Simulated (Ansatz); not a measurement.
An input for Ansatz 0.2.0 (Si2MoAs4 (MoSi2N4-type monolayer)):

```yaml
crystal:
  lattice:
    - [3.620359107, 0.0, 0.0]
    - [-1.8101795535, 3.1353229575, 0.0]
    - [0.0, 0.0, 43.0]
  atoms:
    - { symbol: Mo, position: [0.0, 0.0, 0.5] }
    - { symbol: As, position: [0.3333333333, 0.6666666667, 0.5347391276] }
    - { symbol: As, position: [0.3333333333, 0.6666666667, 0.4652608724] }
    - { symbol: Si, position: [0.3333333333, 0.6666666667, 0.5894971082] }
    - { symbol: Si, position: [0.3333333333, 0.6666666667, 0.4105028918] }
    - { symbol: As, position: [0.6666666667, 0.3333333333, 0.615340177] }
    - { symbol: As, position: [0.6666666667, 0.3333333333, 0.384659823] }
  periodic: [true, true, false]
kpoints:
  mp_grid: { grid: [18, 18, 1] }
hamiltonian:
  xc: pbe
  pseudopotentials: { kind: paw, azcp: { folder: soft_1 } }
scf:
  occupations: { method: fixed }
  n_extra_bands: 46
output:
  optics: { e_range: [0, 12], de: 0.05, sigma: 0.1 }
```

```sh
ansatz run input.yaml --threads 4 --pin off --max-ram 17510MiB --backend cpu --events-out ev --progress --plain --runs-dir out
```

Question: How long will it take on 4 threads of Arm Neoverse V1, shared host, and how much memory?

It took 4.2 min; on shared hardware allow 2.1 min to 8.4 min. Peak host memory was 2.6 GiB.

[Paths, hosts, dates, memory and timing lines, banners, echoed tables and standing remarks are left out of the program output.]

[Logs are printed without paths, hosts, clocks, repeated set-up lines and the standing remarks that a program may print on its own settings, such as how far it seeks lower states.]

[Runs of the session that timed out or met a known fault of the program may be left out.]

[Cells called generated may have been cut or substituted from an entry of the Crystallography Open Database or the Materials Project.]

[Hosts, paths, dates, database ids (printed as entryN), source tags and the programs' standing remarks are cut or masked in the printed files.]
